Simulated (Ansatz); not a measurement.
**Bands, cutoff and cost in G0W0 for Rb2ScCuF6 (Fm-3m)**

Wanted: a G0W0 gap for Rb2ScCuF6 (Fm-3m) that is converged in bands and cutoff, or an estimate of the limit.

Main program and level: Ansatz 0.2.0; G0W0 on PBE, plane waves, PAW; PAW set soft_1.

In doubt: one-shot GW on d or f shells is unsure, so the values of those runs are not to be relied on.

**1. Starting point**

The structure is cubic, space group Fm-3m (No. 225). The conventional cell has a = 8.666 Å, b = 8.666 Å, c = 8.666 Å, α = 90.00°, β = 90.00°, γ = 90.00°. Nearest to Rb lie 12 F at 3.07 Å. Sc has 6 F at 2.04 Å nearest. Nearest to Cu lie 6 F at 2.29 Å. Nearest to F lie 1 Sc at 2.04 Å and 1 Cu at 2.29 Å and 4 Rb at 3.07 Å. Farther neighbours and most contacts between anions are not listed.

The cell and positions are those that the Materials Project relaxed with its own functionals (PBE, PBE+U or r2SCAN), kept fixed.

**2. 146 empty bands, screening to 54 eV**

G0W0 replaces the xc potential by the self-energy, built once from these orbitals. Only a window of levels is corrected, while the sums run over the empty bands that the input names. This step takes PAW set soft_1 files.

File input.yaml:

```yaml
crystal:
  lattice:
    - [0.0, 4.3327955954, 4.3327955954]
    - [4.3327955954, 0.0, 4.3327955954]
    - [4.3327955954, 4.3327955954, 0.0]
  atoms:
    - { symbol: Rb, position: [0.75, 0.75, 0.75] }
    - { symbol: Rb, position: [0.25, 0.25, 0.25] }
    - { symbol: Sc, position: [0.0, 0.0, 0.0] }
    - { symbol: Cu, position: [0.5, 0.5, 0.5] }
    - { symbol: F, position: [0.76413725, 0.23586275, 0.23586275] }
    - { symbol: F, position: [0.23586275, 0.23586275, 0.76413725] }
    - { symbol: F, position: [0.23586275, 0.76413725, 0.76413725] }
    - { symbol: F, position: [0.23586275, 0.76413725, 0.23586275] }
    - { symbol: F, position: [0.76413725, 0.23586275, 0.76413725] }
    - { symbol: F, position: [0.76413725, 0.76413725, 0.23586275] }
kpoints:
  mp_grid: { grid: [4, 4, 4] }
hamiltonian:
  xc: pbe
  pseudopotentials: { kind: paw, azcp: { folder: soft_1 } }
scf:
  occupations: { method: fixed }
gw:
  n_empty_bands: 146
  ecut_chi: 54
  qp_bands: [v3, c3]
  qp_kpoints: band_edges
  screening: { model: contour_deformation }
```

Started as:

```console
ansatz run input.yaml --threads 2 --pin off --max-ram 92160MiB --backend cuda --events-out ev --progress --plain --runs-dir out --devices 1 --max-vram 13GiB
```

Numbers of over 12 decimals in the logs are rounded to 6 here.

What it wrote:

```text
GPUs: using 1 of 1 available (devices: 1).
Engine: ansatz 0.2.0, x86_64-unknown-linux-gnu
Pseudopotentials: kind: paw
Pseudopotential: Rb, paw, valence charge 9, recommended cutoff 420 eV (normal), soft_1/Rb.paw.azcp
Pseudopotential: Sc, paw, valence charge 11, recommended cutoff 420 eV (normal), soft_1/Sc.paw.azcp
Pseudopotential: Cu, paw, valence charge 19, recommended cutoff 420 eV (normal), soft_1/Cu.paw.azcp
Pseudopotential: F, paw, valence charge 7, recommended cutoff 420 eV (normal), soft_1/F.paw.azcp
Functional definition: PBE
  parameter kappa = 0.804
  parameter beta = 0.066725
  exchange = pbe_x(kappa = kappa, mu = beta*pi^2/3)
  correlation = pbe_c(beta = beta)
device memory: the entry about to start is reckoned to put 2.7 GiB on a device that reports 56.4 GiB free (of which the cap on the GPU budget leaves the run 13.0 GiB)
GPU FFT provider: cuFFT
GPU libraries: cuBLAS 13.8.2, cuFFT 12.4.0, cuSOLVER 12.3.4
Crystal: 10 atoms, lattice volume = 162.680 Å³
Basis set: ecut = 420 eV, 3143 PW (Γ)
Bands: 55, of which v1, the nominal top of the filled ones, is band 45 counted from 1 (44 counted from 0)
Symmetry: 48 space group operations
Space group: Fm-3m (ITA 225), of the structure as read, at distance tolerance 5.5e-5 Å
k-points: 8 of 64
Non-local potential: Rb, projectors of the file, l = 0: 3, l = 1: 2, l = 2: 2
Non-local potential: Sc, projectors of the file, l = 0: 3, l = 1: 2, l = 2: 3, l = 3: 1
Non-local potential: Cu, projectors of the file, l = 0: 3, l = 1: 2, l = 2: 3, l = 3: 1
Non-local potential: F, projectors of the file, l = 0: 2, l = 1: 2, l = 2: 1
PAW form: soft (Blöchl's): semilocal exchange-correlation on the pseudo side does not see the compensation charge
PAW one-centre angular grid: Rb, 110 points (default); XC on 64 Gauss nodes
PAW one-centre angular grid: Sc, 590 points (default); XC on 64 Gauss nodes
PAW one-centre angular grid: Cu, 590 points (default); XC on 64 Gauss nodes
PAW one-centre angular grid: F, 110 points (default); XC on 64 Gauss nodes
Initial density: superposition of atomic densities (chi_scale 0.1, normalization cell, long waves kept (reshape's long-wave potential 0.01 eV rms))
Initial wavefunctions: pseudopotential atomic-orbital guess
GPU buffer pool allocated for 91125 grid points (all kernels)
GPU transforms: local potential and band sums: pruned to the plane-wave sphere, on 45×45×45
Functional: x = pbe(κ = 0.804, μ = 0.219515), c = pbe(β = 0.066725)
SCF iter   1: F=—  HF=-20172.326273 eV  |F-HF|=—  |Δ(HF+E_count)|=         —  Δρ=2.03e-1  dr2=5.31e1  ethr=3.10e-3  ⟨swp⟩=4.4  Hψ=1370  notcnv=0  defer=52
preconditioner: auto → Resta (q_TF=auto, 2.472 Å⁻¹)  ε∞=4.8  [insulator: Δε(μ)=3.012 eV  Ē_g=12.453 eV  n_scr=50 (ndim 8)  ℏωp=24.4 eV  f_vac=0.006  ε∞_Penn≈4.8]
SCF iter   2: F=—  HF=-20160.109158 eV  |F-HF|=—  |Δ(HF+E_count)|=    1.22e1  Δρ=7.31e-2  dr2=5.29e0  ethr=3.10e-3  ⟨swp⟩=4.0  Hψ=1159  notcnv=0  defer=48
SCF iter   3: F=—  HF=-20158.367357 eV  |F-HF|=—  |Δ(HF+E_count)|=    1.74e0  Δρ=2.71e-2  dr2=1.68e0  ethr=3.10e-3  ⟨swp⟩=2.2  Hψ=910  notcnv=0  defer=56
SCF iter   4: F=—  HF=-20158.283122 eV  |F-HF|=—  |Δ(HF+E_count)|=   8.42e-2  Δρ=3.92e-2  dr2=1.30e0  ethr=1.87e-3  ⟨swp⟩=2.2  Hψ=903  notcnv=0  defer=55
SCF iter   5: F=—  HF=-20158.084380 eV  |F-HF|=—  |Δ(HF+E_count)|=   1.99e-1  Δρ=7.71e-3  dr2=1.05e-1  ethr=1.45e-3  ⟨swp⟩=2.0  Hψ=903  notcnv=0  defer=49
SCF iter   6: F=—  HF=-20158.128564 eV  |F-HF|=—  |Δ(HF+E_count)|=   4.42e-2  Δρ=4.71e-3  dr2=3.97e-2  ethr=1.16e-4  ⟨swp⟩=2.9  Hψ=886  notcnv=0  defer=57
SCF iter   7: F=—  HF=-20158.121109 eV  |F-HF|=—  |Δ(HF+E_count)|=   7.46e-3  Δρ=2.60e-3  dr2=8.99e-3  ethr=4.41e-5  ⟨swp⟩=3.0  Hψ=764  notcnv=0  defer=59
SCF iter   8: F=—  HF=-20158.120860 eV  |F-HF|=—  |Δ(HF+E_count)|=   2.49e-4  Δρ=4.46e-4  dr2=3.02e-4  ethr=9.99e-6  ⟨swp⟩=3.0  Hψ=760  notcnv=0  defer=59
SCF iter   9: F=—  HF=-20158.120925 eV  |F-HF|=—  |Δ(HF+E_count)|=   6.52e-5  Δρ=3.33e-4  dr2=1.58e-4  ethr=3.35e-7  ⟨swp⟩=2.0  Hψ=589  notcnv=0  defer=54
SCF iter  10: F=—  HF=-20158.120895 eV  |F-HF|=—  |Δ(HF+E_count)|=   3.03e-5  Δρ=1.34e-5  dr2=4.32e-7  ethr=1.76e-7  ⟨swp⟩=2.0  Hψ=600  notcnv=0  defer=55
SCF iter  11: F=-20158.120895 eV  HF=-20158.120895 eV  |F-HF|=8.07e-9  |Δ(HF+E_count)|=   1.32e-7  Δρ=3.90e-6  dr2=2.92e-8  ethr=1.11e-10  ⟨swp⟩=10.5  Hψ=1740  notcnv=0
SCF 1 converged in 11 iterations: F = -20158.120895 eV  dr2 = 2.92e-8
  greatest PAW one-centre occupation: 1.000 electrons in one spin orbital (limit 2), on the Cu atom at site 3 (counted from 0), in its partial waves of l = 0
device memory: the entry about to start is reckoned to put 3.3 GiB on a device that reports 54.3 GiB free (of which the cap on the GPU budget leaves the run 13.0 GiB)
NSCF: frozen V_eff on 8 k-points
the band table was solved once the SCF had ended and its energy, with any forces and stress, was formed, with the checks that follow a solve (1692 applications of the Hamiltonian). They found nothing against the state; the energy, forces and stress were not computed again (output.eigenvalues in the input reference)
device memory: the entry about to start is reckoned to put 2.8 GiB on a device that reports 55.1 GiB free (of which the cap on the GPU budget leaves the run 13.0 GiB)
NSCF: frozen V_eff on 8 k-points
G₀W₀ screening: q 1/8
[... further progress lines ...]
device memory: the entry about to start is reckoned to put 1.1 GiB on a device that reports 59.8 GiB free (of which the cap on the GPU budget leaves the run 13.0 GiB)
NSCF: frozen V_eff on 1 k-points
SCF converged after 11 iterations
Free energy (F): -20158.120895 eV
Harris-Foulkes:  -20158.120895 eV  (|F-HF|=8.07e-9)
Internal energy: -20158.120895 eV  (E = F + TS)
E sigma→0 (E₀):  -20158.120895 eV
Fermi energy:    6.977632 eV
--- Per-component energies (eV) ---
  E_band       = -1012.092003
  E_kinetic    = 2012.896617
  E_local      = -12180.552510  (includes V_loc(G=0)·N_el)
  E_nonlocal   = 1955.143848
  E_hartree    = 4852.685430
  E_xc         = -864.492563
  E_vxc        = -1044.523236  (∫ρ·V_xc dr)
  E_paw        = -9295.807104  (= ΣΔE_a)
  E_vpaw       = -1460.447965  (= ΣTr[D̂ρ^β])
  E_aug_tail   = 0.005352  (compensation charges beyond the density's cutoff)
  E_ewald      = -6637.999965
  E_smearing   = -0.000000  (= −TS)
  E_closure    = -0.000000  (closes the sum)
  Σ components = -20158.120895   (vs F -20158.120895, Δ=0.00e0)
--- Band table (eV; the first three rows and the last of 8) ---
  k-point 0: bands = [... 41 lower, 6.4615, 6.4615, 6.8500, 6.8500, 8.4474, 9.2664, 9.2664, 9.2664, ... 6 higher]
  k-point 1: bands = [... 41 lower, 6.4882, 6.4882, 6.9132, 6.9132, 9.0310, 9.2627, 9.2722, 9.2722, ... 6 higher]
  k-point 2: bands = [... 41 lower, 6.5135, 6.5135, 6.9776, 6.9776, 9.2720, 9.2749, 9.2749, 9.7930, ... 6 higher]
  k-point 7: bands = [... 41 lower, 6.5080, 6.5294, 6.8764, 6.9304, 9.3087, 9.3087, 9.3416, 9.3801, ... 6 higher]
--- G₀W₀: contour deformation, 7 samples at zero and on the imaginary axis and 1 off it, 64 q-points, 146 empty bands' worth ---
  eigenvalues of the whole cell's RPA ε∞ on this k-mesh (on a slab, of 1 + 4πα/V) = 2.5736, 2.5736, 2.5736; static W/v taken at q = 0 is 0.388559
  bands read: the sum over 191 bands ends inside a degenerate multiplet in 1 slot, whose members it reads at an even weight; the widest, k=2: bands 191 to 192 (counted from 1) at 1/2 each
  gw.qp_kpoints: band_edges: 8 of 8 stored k-points solved, in 1 pass; an edge of the gap read off the rows below is read off those points alone
  `?` marks the rows in doubt; gw_qp.tsv's column doubts and the gw_qp event give each row's grounds
    ik  band        ε_KS         Σx   Σc(E_QP)       V_xc       Z   E_QP_lin       E_QP  E_QP is
     0    43      6.4615   -44.6038     7.9428   -35.0714  0.6584     4.5980     4.8719  root ?
     0    44      6.8500   -46.0602     8.1426   -36.2518  0.6575     4.9400     5.1842  root ?
     0    45      6.8500   -46.0602     8.1426   -36.2518  0.6575     4.9400     5.1842  root ?
     0    46      8.4474    -7.3306    -3.5578   -12.0196  0.8372     9.6009     9.5786  root
     0    47      9.2664   -12.1082    -5.0019   -20.3580  0.7376    11.9454    12.5142  root ?
     0    48      9.2664   -12.1082    -5.0019   -20.3580  0.7376    11.9454    12.5142  root ?
     1    43      6.4882   -44.9301     8.0044   -35.3144  0.6593     4.6060     4.8770  root ?
     1    44      6.9132   -46.3729     8.1903   -36.4845  0.6612     4.9683     5.2150  root ?
     1    45      6.9132   -46.3729     8.1903   -36.4845  0.6612     4.9683     5.2150  root ?
     1    46      9.0310    -8.2638    -3.5660   -13.0615  0.8264    10.2977    10.2626  root
     1    47      9.2627   -11.7772    -5.0781   -20.1128  0.7383    11.9616    12.5202  root ?
     1    48      9.2722   -11.8750    -5.0780   -20.2098  0.7376    11.9736    12.5290  root ?
     2    43      6.5135   -45.2427     8.0662   -35.5463  0.6601     4.6132     4.8834  root ?
     2    44      6.9776   -46.7253     8.2513   -36.7413  0.6648     4.9947     5.2449  root ?
     2    45      6.9776   -46.7253     8.2513   -36.7413  0.6648     4.9947     5.2449  root ?
     2    46      9.2720   -11.5224    -5.1900   -19.9882  0.7374    11.9996    12.5479  root ?
     2    47      9.2749   -11.6216    -5.1472   -20.0364  0.7378    11.9968    12.5426  root ?
     2    48      9.2749   -11.6216    -5.1472   -20.0364  0.7378    11.9968    12.5426  root ?
     3    43      6.5038   -45.0992     8.0342   -35.4431  0.6599     4.6124     4.8819  root ?
     3    44      6.8528   -46.1103     8.1531   -36.2894  0.6575     4.9403     5.1850  root ?
     3    45      6.9367   -46.4586     8.2167   -36.5248  0.6626     4.9691     5.2195  root ?
     3    46      9.0844    -8.7525    -3.6813   -13.7886  0.8200    10.4869    10.4392  root
     3    47      9.2837   -11.8232    -5.1168   -20.2009  0.7370    11.9984    12.5446  root ?
     3    48      9.2837   -11.8232    -5.1168   -20.2009  0.7370    11.9984    12.5446  root ?
     4    43      6.5217   -45.2823     8.0645   -35.5857  0.6606     4.6212     4.8897  root ?
     4    44      6.9150   -46.4083     8.1976   -36.5113  0.6612     4.9683     5.2155  root ?
     4    45      6.9293   -46.5714     8.2664   -36.5820  0.6617     4.9518     5.2063  root ?
[...]
6    47      9.3015   -12.0728    -5.1245   -20.4533  0.7348    12.0114    12.5575  root ?
     6    48      9.3418   -11.9897    -5.2152   -20.4700  0.7331    12.0875    12.6069  root ?
     7    43      6.5294   -45.3159     8.0626   -35.6193  0.6611     4.6286     4.8953  root ?
     7    44      6.8764   -46.3816     8.2580   -36.4208  0.6582     4.9184     5.1737  root ?
     7    45      6.9304   -46.3839     8.1760   -36.5055  0.6624     4.9823     5.2279  root ?
     7    46      9.3087   -11.8560    -5.1938   -20.3188  0.7347    12.0429    12.5777  root ?
     7    47      9.3087   -11.8560    -5.1938   -20.3188  0.7347    12.0429    12.5777  root ?
     7    48      9.3416   -11.9886    -5.2152   -20.4684  0.7331    12.0872    12.6061  root ?
```

The job ended after 11 s (1 × NVIDIA H100 80GB HBM3 (shared by 6 runs) with 2 threads of AMD EPYC 7R13 (Zen 3), shared host; peak memory 1.2 GiB).

Reading the cycles: dr2 is the Hartree energy of the density residual (eV), the measure of convergence; HF is the Harris–Foulkes estimate of the energy, which meets the free energy F at convergence.

This step gave:

```yaml
bands_summed: 191
rpa_eps_infinity_on_this_mesh_eigenvalues: 2.574, 2.574, 2.574
plane_waves_in_the_screening_matrix: 137
q_points_in_the_mesh: 64
g0w0_gap_on_the_mesh: 4.334 eV
k_of_the_valence_top: 0, 0, -0.5
k_of_the_conduction_bottom: 0, 0, 0
starting_gap_on_the_mesh: 1.470 eV
z_at_the_valence_top: 0.6648
z_at_the_conduction_bottom: 0.8372
least_direct_g0w0_gap_on_the_computed_points: 4.394 eV
```

The gap on the mesh goes from 1.47 eV to 4.33 eV, a correction of +2.86 eV. The program marks an edge row as in doubt. Between the two edge states, bare exchange in place of the xc potential would open the gap by 14.67 eV, and correlation takes back 11.81 eV.

**3. 414 empty bands, screening to 108 eV**

Another rung: the empty bands reach about as high as the screening cutoff, so the two stay in balance.

Edit input.yaml of step 2 so:

```diff
@@ -24,4 +24,4 @@
 gw:
-  n_empty_bands: 146
-  ecut_chi: 54
+  n_empty_bands: 414
+  ecut_chi: 108
   qp_bands: [v3, c3]
```

What it wrote:

```text
GPUs: using 1 of 1 available (devices: 1).
[...]
GPU FFT provider: cuFFT
GPU libraries: cuBLAS 13.8.2, cuFFT 12.4.0, cuSOLVER 12.3.4
Crystal: 10 atoms, lattice volume = 162.680 Å³
Basis set: ecut = 420 eV, 3143 PW (Γ)
Bands: 55, of which v1, the nominal top of the filled ones, is band 45 counted from 1 (44 counted from 0)
Symmetry: 48 space group operations
[...]
k-points: 8 of 64
[...]
GPU buffer pool allocated for 91125 grid points (all kernels)
[...]
SCF iter   1: F=—  HF=-20172.326273 eV  |F-HF|=—  |Δ(HF+E_count)|=         —  Δρ=2.03e-1  dr2=5.31e1  ethr=3.10e-3  ⟨swp⟩=4.4  Hψ=1370  notcnv=0  defer=52
[...]
SCF iter  11: F=-20158.120895 eV  HF=-20158.120895 eV  |F-HF|=8.07e-9  |Δ(HF+E_count)|=   1.32e-7  Δρ=3.90e-6  dr2=2.92e-8  ethr=1.11e-10  ⟨swp⟩=10.5  Hψ=1740  notcnv=0
SCF 1 converged in 11 iterations: F = -20158.120895 eV  dr2 = 2.92e-8
[...]
NSCF: frozen V_eff on 8 k-points
[...]
WARN: eigensolver did not converge (k=6): 1 band(s) unlocked after 6 eigensolves, warm-restarted (20 sweeps on the last) at ethr=1.14e-11 eV (storage-precision floor; scheduled 1.00e-12 eV) (lowest unlocked band 462, counted from 0; max residual 9.67e-3 eV among the unlocked bands, 9.67e-3 eV over every band; other slots of this pass that fall short are told together in one closing line; warning suppressed until the next SCF loop or pass starts)
G₀W₀ screening: q 1/8
[... further progress lines ...]
[...]
SCF converged after 11 iterations
Free energy (F): -20158.120895 eV
[...]
0    44      6.8500   -46.0602     8.5534   -36.2518  0.6506     5.4235     5.5949  root ?
     0    45      6.8500   -46.0602     8.5534   -36.2518  0.6506     5.4235     5.5949  root ?
     0    46      8.4474    -7.3306    -3.6802   -12.0196  0.8345     9.4728     9.4562  root
     0    47      9.2664   -12.1082    -6.2618   -20.3580  0.7330    11.5488    11.2543  root ?
     0    48      9.2664   -12.1082    -6.2618   -20.3580  0.7330    11.5488    11.2543  root ?
     1    43      6.4882   -44.9301     8.3109   -35.3144  0.6518     5.0295     5.1834  root ?
     1    44      6.9132   -46.3729     8.6044   -36.4845  0.6542     5.4641     5.6292  root ?
     1    45      6.9132   -46.3729     8.6044   -36.4845  0.6542     5.4641     5.6292  root ?
     1    46      9.0310    -8.2638    -3.6977   -13.0615  0.8233    10.1568    10.1310  root
[...]
3    46      9.0844    -8.7525    -3.8347   -13.7886  0.8166    10.3196    10.2858  root
[...]
6    43      6.5294   -45.3173     8.3797   -35.6203  0.6536     5.0599     5.2121  root * ?
     6    44      6.8552   -46.1521     8.5736   -36.3205  0.6506     5.4257     5.5972  root * ?
     6    45      6.8833   -46.4487     8.7102   -36.4480  0.6516     5.4121     5.5928  root * ?
     6    46      9.1652    -9.4055    -4.6404   -15.6167  0.7984    10.8285    10.7358  root *
     6    47      9.3015   -12.0728    -5.2526   -20.4533  0.7301    11.6074    12.4294  root * ?
     6    48      9.3418   -11.9897    -5.3573   -20.4700  0.7283    11.6784    12.4648  root * ?
[...]
7    45      6.9304   -46.3839     8.5899   -36.5055  0.6554     5.4799     5.6418  root ?
     7    46      9.3087   -11.8560    -5.3305   -20.3188  0.7300    11.6326    12.4410  root ?
     7    47      9.3087   -11.8560    -5.3305   -20.3188  0.7300    11.6326    12.4410  root ?
     7    48      9.3416   -11.9886    -5.3571   -20.4684  0.7283    11.6781    12.4643  root ?
[key lines of the parts left out:]
Fermi energy:    6.977632 eV
```

Wall time 23 s (1 × NVIDIA H100 80GB HBM3 (shared by 6 runs) with 2 threads); peak memory 1.6 GiB; 33 s of CPU time.

This step gave:

```yaml
bands_summed: 459
rpa_eps_infinity_on_this_mesh_eigenvalues: 2.569, 2.569, 2.569
plane_waves_in_the_screening_matrix: 411
q_points_in_the_mesh: 64
g0w0_gap_on_the_mesh: 3.792 eV
k_of_the_valence_top: 0, 0, -0.5
k_of_the_conduction_bottom: 0, 0, 0
starting_gap_on_the_mesh: 1.470 eV
z_at_the_valence_top: 0.6577
z_at_the_conduction_bottom: 0.8345
least_direct_g0w0_gap_on_the_computed_points: 3.861 eV
```

Against the run with 4×4×4 mesh, 146 empty bands, screening to 54 eV, PAW set soft_1 files, the gap moves by −0.54 eV.

**4. 892 empty bands, screening to 180 eV**

Edit input.yaml of step 3 so:

```diff
@@ -24,4 +24,4 @@
 gw:
-  n_empty_bands: 414
-  ecut_chi: 108
+  n_empty_bands: 892
+  ecut_chi: 180.0
   qp_bands: [v3, c3]
```

What it wrote:

```text
GPUs: using 1 of 1 available (devices: 1).
[...]
GPU FFT provider: cuFFT
GPU libraries: cuBLAS 13.8.2, cuFFT 12.4.0, cuSOLVER 12.3.4
Crystal: 10 atoms, lattice volume = 162.680 Å³
Basis set: ecut = 420 eV, 3143 PW (Γ)
Bands: 55, of which v1, the nominal top of the filled ones, is band 45 counted from 1 (44 counted from 0)
Symmetry: 48 space group operations
[...]
k-points: 8 of 64
[...]
6    46      9.1652    -9.4055    -4.7412   -15.6167  0.7968    10.7043    10.6352  root
[...]
7    45      6.9304   -46.3839     8.6137   -36.5055  0.6533     5.5104     5.6656  root ?
     7    46      9.3087   -11.8560    -6.5818   -20.3188  0.7285    11.4449    11.1897  root ?
     7    47      9.3087   -11.8560    -6.5818   -20.3188  0.7285    11.4449    11.1897  root ?
     7    48      9.3416   -11.9886    -6.5987   -20.4684  0.7267    11.4881    11.2226  root ?
[key lines of the parts left out:]
SCF converged after 11 iterations
Free energy (F): -20158.120895 eV
Fermi energy:    6.977632 eV
```

Elapsed: 41 s, on 1 × NVIDIA H100 80GB HBM3 (shared by 6 runs) with 2 threads; peak memory 2.7 GiB.

This step gave:

```
bands summed                                 : 937
RPA ε∞ on this mesh (eigenvalues)            : 2.558, 2.558, 2.558
plane waves in the screening matrix          : 893
G0W0 gap on the mesh                         : 3.725 eV
k of the valence top                         : 0, 0, -0.5
k of the conduction bottom                   : 0, 0, 0
starting gap on the mesh                     : 1.470 eV
least direct G0W0 gap on the computed points : 3.796 eV
```

Against the run with 4×4×4 mesh, 414 empty bands, screening to 108 eV, PAW set soft_1 files, the gap moves by −0.07 eV.

(Continued in part 2 of 2.)

[Paths, hosts, dates, memory and timing lines, banners, echoed tables and standing remarks are left out of the program output.]

[Logs are printed without paths, hosts, clocks, repeated set-up lines and the standing remarks that a program may print on its own settings, such as how far it seeks lower states.]

[Runs of the session that timed out or met a known fault of the program may be left out.]

[Cells called generated may have been cut or substituted from an entry of the Crystallography Open Database or the Materials Project.]

[Hosts, paths, dates, database ids (printed as entryN), source tags and the programs' standing remarks are cut or masked in the printed files.]
